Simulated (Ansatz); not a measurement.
# Ag2IBr (model structure): optical spectrum from first principles

What colour and refractive index does Ag2IBr (model structure) have at this level of theory? The structure is a model built here, which may or may not match a known phase. It was built so: 1 of the 2 Br atoms of the cell replaced by I in the P2_1/m structure of AgBr.

Main program and level: Ansatz 0.2.0; DFT, PBE, plane-wave PAW, default files, scalar-relativistic, independent-particle optical response without local fields.

**1. The starting structure**

It takes space group Pm (No. 6, monoclinic). Conventional cell: a = 4.245 Å, b = 4.289 Å, c = 6.034 Å, α = 90.00°, β = 91.15°, γ = 90.00°. I has 6 Ag at 2.98 to 3.06 Å nearest. Nearest to Ag lie 4 I at 2.98 to 3.06 Å and 2 Br at 3.01 to 3.05 Å. Nearest to Ag lie 4 Br at 2.98 to 3.06 Å and 2 I at 3.01 to 3.05 Å. Br has 6 Ag at 2.98 to 3.06 Å nearest. 1 of the 2 Br atoms of the cell replaced by I in the P2_1/m structure of AgBr. Farther neighbours and most contacts between anions are not listed.

**2. Relaxation**

Spectra hang on bond lengths, so the cell is first brought to its minimum.

This step: DFT, PBE, plane-wave PAW, default files, scalar-relativistic, relaxation (Ansatz 0.2.0).

Contents of input.yaml:

```yaml
crystal:
  lattice:
    - [4.24483432, 0.0, 0.0]
    - [0.0, 4.28875716, 0.0]
    - [-0.12094316, 0.0, 6.03318861]
  atoms:
    - { symbol: I, position: [0.723132, 0.75, 0.255405] }
    - { symbol: Ag, position: [0.208525, 0.25, 0.239883] }
    - { symbol: Ag, position: [0.791475, 0.75, 0.760117] }
    - { symbol: Br, position: [0.276868, 0.25, 0.744595] }
kpoints:
  mp_grid: { grid: [5, 5, 4] }
scf:
  occupations: { method: fermi_dirac, width: 0.05 }
hamiltonian:
  xc: pbe
  pseudopotentials: { kind: paw }
output:
  forces: true
  stress: true
relax:
  f_tol: 0.02
  max_steps: 50
  cell: {}
```

The run is started by

```console
$ ansatz run input.yaml --threads 4 --pin off --max-ram 8192MiB --backend cpu --events-out ev --progress --plain --runs-dir out
```

Numbers of over 12 decimals in the logs are rounded to 6 here.

The log of the run:

```text
Engine: ansatz 0.2.0, aarch64-unknown-linux-gnu
Pseudopotentials: kind: paw
Pseudopotential: I, paw, valence charge 17, recommended cutoff 420 eV (normal), I.paw.azcp
Pseudopotential: Ag, paw, valence charge 19, recommended cutoff 420 eV (normal), Ag.paw.azcp
Pseudopotential: Br, paw, valence charge 7, recommended cutoff 420 eV (normal), Br.paw.azcp
Functional definition: PBE
  parameter kappa = 0.804
  parameter beta = 0.066725
  exchange = pbe_x(kappa = kappa, mu = beta*pi^2/3)
  correlation = pbe_c(beta = beta)
Crystal: 4 atoms, lattice volume = 109.835 Å³
Basis set: ecut = 420 eV, 2151 PW (Γ), exchange–correlation on 60×60×90 points (8 copies of the dense FFT grid, shifted against one another)
Bands: 38, of which v1, the nominal top of the filled ones, is band 31 counted from 1 (30 counted from 0)
Symmetry: 2 space group operations
Space group: Pm (ITA 6), of the structure as read, at distance tolerance 4.8e-5 Å
k-points: 33 of 100 (time reversal used)
Non-local potential: I, projectors of the file, l = 0: 2, l = 1: 2, l = 2: 2, l = 3: 2
Non-local potential: Ag, projectors of the file, l = 0: 3, l = 1: 2, l = 2: 2, l = 3: 1
Non-local potential: Br, projectors of the file, l = 0: 2, l = 1: 2, l = 2: 2
PAW form: soft (Blöchl's): semilocal exchange-correlation on the pseudo side does not see the compensation charge
PAW one-centre angular grid: I, 590 points (default); XC on 64 Gauss nodes
PAW one-centre angular grid: Ag, 590 points (default); XC on 64 Gauss nodes
PAW one-centre angular grid: Br, 110 points (default); XC on 64 Gauss nodes
Initial density: superposition of atomic densities (neutral atoms: chi_scale 0, normalization atom), corrected by the library's trained network
Initial wavefunctions: pseudopotential atomic-orbital guess
Functional: x = pbe(κ = 0.804, μ = 0.219515), c = pbe(β = 0.066725)
SCF iter   1: F=—  HF=-25478.144372 eV  |F-HF|=—  |Δ(HF+E_count)|=         —  Δρ=6.04e-4  dr2=4.85e-4  ethr=1.77e-3  ⟨swp⟩=7.8  Hψ=5500  notcnv=0  defer=11
preconditioner: auto → Resta (q_TF=auto, 2.480 Å⁻¹)  ε∞=6.0  [insulator: Δε(μ)=0.693 eV  Ē_g=9.541 eV  σ=0.050 eV  W_gap=1.00  n_scr=28 (ndim 8)  ℏωp=21.3 eV  f_vac=0.043  D(μ)=0.00/eV (n_scr^D=0)  ε∞_Penn≈6.0]
SCF iter   2: F=—  HF=-25478.145337 eV  |F-HF|=—  |Δ(HF+E_count)|=   9.65e-4  Δρ=4.38e-4  dr2=2.69e-4  ethr=7.83e-7  ⟨swp⟩=3.2  Hψ=2943  notcnv=0  defer=34
SCF iter   3: F=—  HF=-25478.145337 eV  |F-HF|=—  |Δ(HF+E_count)|=   1.30e-8  Δρ=1.88e-4  dr2=4.28e-5  ethr=4.34e-7  ⟨swp⟩=2.1  Hψ=1962  notcnv=0  defer=34
SCF iter   4: F=—  HF=-25478.145345 eV  |F-HF|=—  |Δ(HF+E_count)|=   8.69e-6  Δρ=6.11e-5  dr2=3.94e-6  ethr=6.90e-8  ⟨swp⟩=2.0  Hψ=1888  notcnv=0  defer=34
SCF iter   5: F=—  HF=-25478.145347 eV  |F-HF|=—  |Δ(HF+E_count)|=   1.28e-6  Δρ=2.90e-5  dr2=8.60e-7  ethr=6.35e-9  ⟨swp⟩=2.2  Hψ=1700  notcnv=0  defer=34
SCF iter   6: F=-25478.145347 eV  HF=-25478.145347 eV  |F-HF|=4.86e-8  |Δ(HF+E_count)|=   2.91e-7  Δρ=1.00e-5  dr2=9.59e-8  ethr=1.61e-10  ⟨swp⟩=3.3  Hψ=5631  notcnv=0
SCF 1 converged in 6 iterations: F = -25478.145347 eV  dr2 = 9.59e-8
  greatest PAW one-centre occupation: 1.000 electrons in one spin orbital (limit 2), on the Ag atom at site 1 (counted from 0), in its partial waves of l = 0
relax step   1: F+E_penalty+E_count = -25478.14534690 eV  Δ(F+E_penalty+E_count) = +0.000e0 eV  max|allowed force component| = 9.661e-2 eV/Å  Δτ_max = 0.0000 Å  P = -0.456 GPa  Ω = 109.835 Å³  (6 SCF iters, dr2 threshold 1.00e-7 eV, accepted)
Crystal: 4 atoms, lattice volume = 108.780 Å³
Basis set: ecut = 420 eV, 2119 PW (Γ), exchange–correlation on 60×60×90 points (8 copies of the dense FFT grid, shifted against one another)
Initial density: handed on by an earlier stage of this run
Initial wavefunctions: those handed on with the density
iter 1 solved again at ethr=7.56e-5 eV; its pass at ethr=3.10e-3 eV (dr2=4.69e-2 eV) is discarded
SCF iter   1: F=—  HF=-25478.175950 eV  |F-HF|=—  |Δ(HF+E_count)|=         —  Δρ=5.76e-3  dr2=4.83e-2  ethr=7.56e-5  ⟨swp⟩=2.2  Hψ=6344  notcnv=0
preconditioner: auto → Resta (q_TF=auto, 2.484 Å⁻¹)  ε∞=6.0  [insulator: Δε(μ)=0.705 eV  Ē_g=9.599 eV  σ=0.050 eV  W_gap=1.00  n_scr=28 (ndim 8)  ℏωp=21.4 eV  f_vac=0.042  D(μ)=0.00/eV (n_scr^D=0)  ε∞_Penn≈6.0]
SCF iter   2: F=—  HF=-25478.163075 eV  |F-HF|=—  |Δ(HF+E_count)|=   1.29e-2  Δρ=2.47e-3  dr2=7.84e-3  ethr=7.56e-5  ⟨swp⟩=3.0  Hψ=2210  notcnv=0
SCF iter   3: F=—  HF=-25478.160966 eV  |F-HF|=—  |Δ(HF+E_count)|=   2.11e-3  Δρ=5.75e-4  dr2=1.56e-4  ethr=1.26e-5  ⟨swp⟩=2.1  Hψ=2161  notcnv=0
SCF iter   4: F=—  HF=-25478.161005 eV  |F-HF|=—  |Δ(HF+E_count)|=   3.95e-5  Δρ=1.83e-4  dr2=2.73e-5  ethr=2.52e-7  ⟨swp⟩=2.0  Hψ=1955  notcnv=0
SCF iter   5: F=—  HF=-25478.161002 eV  |F-HF|=—  |Δ(HF+E_count)|=   3.01e-6  Δρ=4.98e-5  dr2=3.10e-6  ethr=4.41e-8  ⟨swp⟩=2.0  Hψ=2204  notcnv=0
SCF iter   6: F=—  HF=-25478.161004 eV  |F-HF|=—  |Δ(HF+E_count)|=   1.24e-6  Δρ=2.12e-5  dr2=6.25e-7  ethr=6.45e-10  ⟨swp⟩=5.0  Hψ=4536  notcnv=0
SCF iter   7: F=-25478.161004 eV  HF=-25478.161004 eV  |F-HF|=4.20e-8  |Δ(HF+E_count)|=   3.58e-7  Δρ=4.86e-6  dr2=4.02e-8  ethr=6.45e-10  ⟨swp⟩=4.1  Hψ=4029  notcnv=0
SCF 2 converged in 7 iterations: F = -25478.161004 eV  dr2 = 4.02e-8
relax step   2: F+E_penalty+E_count = -25478.16100398 eV  Δ(F+E_penalty+E_count) = -1.566e-2 eV  max|allowed force component| = 7.129e-2 eV/Å  Δτ_max = 0.0913 Å  P = -0.023 GPa  Ω = 108.780 Å³  energy of the carried Pulay correction = +2.336e-4 eV  (7 SCF iters, dr2 threshold 4.00e-7 eV, accepted)
Crystal: 4 atoms, lattice volume = 108.764 Å³
Basis set: ecut = 420 eV, 2123 PW (Γ), exchange–correlation on 60×60×90 points (8 copies of the dense FFT grid, shifted against one another)
iter 1 solved again at ethr=4.46e-5 eV; its pass at ethr=3.10e-3 eV (dr2=2.77e-2 eV) is discarded
SCF iter   1: F=—  HF=-25478.176016 eV  |F-HF|=—  |Δ(HF+E_count)|=         —  Δρ=4.29e-3  dr2=2.75e-2  ethr=4.46e-5  ⟨swp⟩=2.2  Hψ=6343  notcnv=0
preconditioner: auto → Resta (q_TF=auto, 2.484 Å⁻¹)  ε∞=6.0  [insulator: Δε(μ)=0.732 eV  Ē_g=9.601 eV  σ=0.050 eV  W_gap=1.00  n_scr=28 (ndim 8)  ℏωp=21.4 eV  f_vac=0.043  D(μ)=0.00/eV (n_scr^D=0)  ε∞_Penn≈6.0]
SCF iter   2: F=—  HF=-25478.168523 eV  |F-HF|=—  |Δ(HF+E_count)|=   7.49e-3  Δρ=1.89e-3  dr2=4.81e-3  ethr=4.43e-5  ⟨swp⟩=2.0  Hψ=1838  notcnv=0
SCF iter   3: F=—  HF=-25478.167088 eV  |F-HF|=—  |Δ(HF+E_count)|=   1.44e-3  Δρ=3.98e-4  dr2=8.54e-5  ethr=7.76e-6  ⟨swp⟩=2.0  Hψ=1775  notcnv=0
SCF iter   4: F=—  HF=-25478.167079 eV  |F-HF|=—  |Δ(HF+E_count)|=   8.23e-6  Δρ=1.40e-4  dr2=1.77e-5  ethr=1.38e-7  ⟨swp⟩=2.0  Hψ=2212  notcnv=0
SCF iter   5: F=—  HF=-25478.167075 eV  |F-HF|=—  |Δ(HF+E_count)|=   4.01e-6  Δρ=3.67e-5  dr2=1.87e-6  ethr=2.86e-8  ⟨swp⟩=2.0  Hψ=2196  notcnv=0
SCF iter   6: F=—  HF=-25478.167076 eV  |F-HF|=—  |Δ(HF+E_count)|=   5.33e-7  Δρ=1.82e-5  dr2=4.46e-7  ethr=5.12e-10  ⟨swp⟩=5.0  Hψ=4520  notcnv=0
SCF iter   7: F=-25478.167076 eV  HF=-25478.167076 eV  |F-HF|=1.58e-8  |Δ(HF+E_count)|=   1.57e-7  Δρ=5.28e-6  dr2=1.89e-8  ethr=5.12e-10  ⟨swp⟩=4.1  Hψ=4029  notcnv=0
SCF 3 converged in 7 iterations: F = -25478.167076 eV  dr2 = 1.89e-8
relax step   3: F+E_penalty+E_count = -25478.16707608 eV  Δ(F+E_penalty+E_count) = -6.072e-3 eV  max|allowed force component| = 8.934e-3 eV/Å  Δτ_max = 0.0755 Å  P = -0.046 GPa  Ω = 108.764 Å³  energy of the carried Pulay correction = +2.372e-4 eV  (7 SCF iters, dr2 threshold 3.18e-7 eV, accepted)
[...]
relax step   4: F+E_penalty+E_count = -25478.16764784 eV  Δ(F+E_penalty+E_count) = -5.718e-4 eV  max|allowed force component| = 2.212e-3 eV/Å  Δτ_max = 0.0190 Å  P = +0.034 GPa  Ω = 108.550 Å³  energy of the carried Pulay correction = +2.849e-4 eV  (6 SCF iters, dr2 threshold 6.09e-8 eV, accepted)
[...]
relax step   5: F+E_penalty+E_count = -25478.16770109 eV  Δ(F+E_penalty+E_count) = -5.325e-5 eV  max|allowed force component| = 1.062e-3 eV/Å  Δτ_max = 0.0105 Å  P = +0.001 GPa  Ω = 108.647 Å³  energy of the carried Pulay correction = +2.633e-4 eV  (6 SCF iters, dr2 threshold 1.13e-8 eV, accepted)
Basis set: ecut = 420 eV, 2119 PW (Γ), exchange–correlation on 60×60×80 points (8 copies of the dense FFT grid, shifted against one another)
Initial wavefunctions: pseudopotential atomic-orbital guess (no wavefunctions were taken with the density)
iter 1 solved again at ethr=1.92e-7 eV; its pass at ethr=3.10e-3 eV (dr2=1.19e-4 eV) is discarded
SCF iter   1: F=—  HF=-25478.166944 eV  |F-HF|=—  |Δ(HF+E_count)|=         —  Δρ=1.48e-4  dr2=7.27e-7  ethr=1.92e-7  ⟨swp⟩=4.0  Hψ=9084  notcnv=0
SCF iter   2: F=—  HF=-25478.167283 eV  |F-HF|=—  |Δ(HF+E_count)|=   3.39e-4  Δρ=7.50e-5  dr2=1.87e-7  ethr=1.17e-9  ⟨swp⟩=2.4  Hψ=2154  notcnv=0
SCF iter   3: F=—  HF=-25478.167413 eV  |F-HF|=—  |Δ(HF+E_count)|=   1.31e-4  Δρ=7.78e-6  dr2=1.16e-8  ethr=3.02e-10  ⟨swp⟩=2.0  Hψ=1777  notcnv=0
SCF iter   4: F=—  HF=-25478.167415 eV  |F-HF|=—  |Δ(HF+E_count)|=   1.04e-6  Δρ=6.53e-7  dr2=2.61e-10  ethr=1.87e-11  ⟨swp⟩=2.0  Hψ=2206  notcnv=0
SCF iter   5: F=—  HF=-25478.167415 eV  |F-HF|=—  |Δ(HF+E_count)|=   1.02e-9  Δρ=1.78e-7  dr2=4.76e-11  ethr=1.00e-12  ⟨swp⟩=5.0  Hψ=5018  notcnv=0
SCF iter   6: F=-25478.167415 eV  HF=-25478.167415 eV  |F-HF|=1.09e-11  |Δ(HF+E_count)|=  6.55e-11  Δρ=6.82e-8  dr2=6.81e-12  ethr=1.00e-12  ⟨swp⟩=4.1  Hψ=4014  notcnv=0
SCF 6 converged in 6 iterations: F = -25478.167415 eV  dr2 = 6.81e-12
relax step   6: F+E_penalty+E_count = -25478.16741452 eV  Δ(F+E_penalty+E_count) = +2.866e-4 eV  max|allowed force component| = 1.055e-3 eV/Å  Δτ_max = 0.0000 Å  P = +0.001 GPa  Ω = 108.647 Å³  stress off target by 5.45e-3 GPa  SCF on the basis re-selected at this cell (its energy is not comparable with the rows above)  (6 SCF iters)
basis re-selected at this cell: Δ(F+E_penalty+E_count) = +2.866e-4 eV, ΔP = +0.001 GPa vs the last step (what re-selecting the basis moved, of the pressure what is left beyond the Pulay correction that the steps carried, after the strain that the cell walked since its last selection, with what the two solves' SCF thresholds leave and, on support functions, any second-order correction that the steps lacked; it is no measure of the basis error at this ecutwfc). The dense FFT grid was sized anew with the basis: this SCF ran on 30×30×40 points, the steps before it on 30×30×45, so part of this shift can come from that change (see relax.cell in the input reference). [rest of the remark cut]
SCF converged after 6 iterations
Free energy (F): -25478.167415 eV
Harris-Foulkes:  -25478.167415 eV  (|F-HF|=1.09e-11)
Internal energy: -25478.167385 eV  (E = F + TS)
E sigma→0 (E₀):  -25478.167400 eV
Entropy (-TS):   -0.000029 eV (-0.007 meV/atom)
Fermi energy:    8.621286 eV
--- Per-component energies (eV) ---
  E_band       = -1088.669960
  E_kinetic    = 1377.159381
  E_local      = -8340.989597  (includes V_loc(G=0)·N_el)
  E_nonlocal   = 146.204067
  E_hartree    = 3843.065194
  E_xc         = -758.131329
  E_vxc        = -696.334372  (∫ρ·V_xc dr)
  E_paw        = -14873.286035  (= ΣΔE_a)
  E_vpaw       = -1260.840595  (= ΣTr[D̂ρ^β])
  E_aug_tail   = 0.000607  (compensation charges beyond the density's cutoff)
  E_ewald      = -6872.189675
  E_smearing   = -0.000029  (= −TS)
  E_closure    = -0.000000  (closes the sum)
  Σ components = -25478.167415   (vs F -25478.167415, Δ=0.00e0)
--- Forces (eV/Å), atoms counted from 1 ---
  atom   1  I      0.00043432     0.00000000    -0.00011042
  atom   2  Ag     0.00052542     0.00000000    -0.00000727
  atom   3  Ag    -0.00105462     0.00000000     0.00003895
  atom   4  Br     0.00009486     0.00000000     0.00007872
  max |Σ_I F_I| component: 1.55e-8 eV/Å
--- Stress (GPa, compression-positive) ---
        0.005449       0.000000      -0.000018
        0.000000      -0.004137       0.000000
       -0.000018       0.000000       0.002382
  P = ⅓ Tr σ = 0.0012 GPa (0.012 kbar)
--- Relaxed structure (5 steps of the walk, 5 accepted, 1 SCFs on fresh bases) ---
  F+E_penalty+E_count = -25478.16741452 eV   max|allowed force component| = 1.055e-3 eV/Å   (the final SCF, on the basis selected at the relaxed cell)
  cell:  # Å, volume = 108.6467 Å³
    - [4.276456, -9.632413427457175e-18, 0.043381]
    - [-9.732083502162955e-18, 4.278964, 1.5026354075459164e-17]
    - [-0.060187, 2.1412696910548014e-17, 5.936754]
  atoms:
    - { symbol: I, position: [0.748992, 0.750000, 0.250005] }
    - { symbol: Ag, position: [0.249101, 0.25, 0.249998] }
    - { symbol: Ag, position: [0.752161, 0.750000, 0.750001] }
    - { symbol: Br, position: [0.249747, 0.25, 0.749996] }
```

Elapsed: 15 s, on 4 threads of Arm Neoverse V2, shared host; peak memory 0.47 GiB.

Step by step:

```csv
step,energy less that of the first step (eV),largest force component (eV/Å),pressure (GPa),volume (Å³)
1,0.0000,0.0966,-0.46,109.83
2,-0.0157,0.0713,-0.02,108.78
3,-0.0217,0.0089,-0.05,108.76
4,-0.0223,0.0022,0.03,108.55
5,-0.0224,0.0011,0.00,108.65
6*,-0.0221,0.0011,0.00,108.65
```

Relaxation steps marked * repeat the geometry before them on a plane-wave basis chosen anew for their cell, so energy and pressure can jump there.

The run keeps the 2 symmetry operations that it works with, so distortions that break them were not tested.

```csv
cell as run,before,after,change
a (Å),4.245,4.277,+0.8 %
b (Å),4.289,4.279,-0.2 %
c (Å),6.034,5.937,-1.6 %
β (°),91.15,90.00,-1.3 %
volume (Å³/atom),27.46,27.16,-1.1 %
```

The atoms that moved most (Å, as changes of fractional coordinates times the final cell):

```csv
atom,dx,dy,dz,length
Ag2,0.173,0.000,0.062,0.184
Ag3,-0.168,0.000,-0.062,0.179
Br4,-0.116,0.000,0.031,0.120
I1,0.111,0.000,-0.031,0.115
```

Final coordinates:

```xyz
4
Lattice="4.2765 0.0000 0.0434 0.0000 4.2790 0.0000 -0.0602 0.0000 5.9368" Properties=species:S:1:pos:R:3 pbc="T T T"
I     3.1880    3.2092    1.5167
Ag    1.0502    1.0697    1.4950
Ag    3.1714    3.2092    4.4852
Br    1.0229    1.0697    4.4634
```

The relaxation ends with a largest force component of 0.0011 eV/Å and a pressure of 0.00 GPa.

(Part 1 of 3 ends here.)

[Logs are printed without paths, hosts, clocks, repeated set-up lines and the standing remarks that a program may print on its own settings, such as how far it seeks lower states.]

[Hosts, paths, dates, database ids (printed as entryN), source tags and the programs' standing remarks are cut or masked in the printed files.]
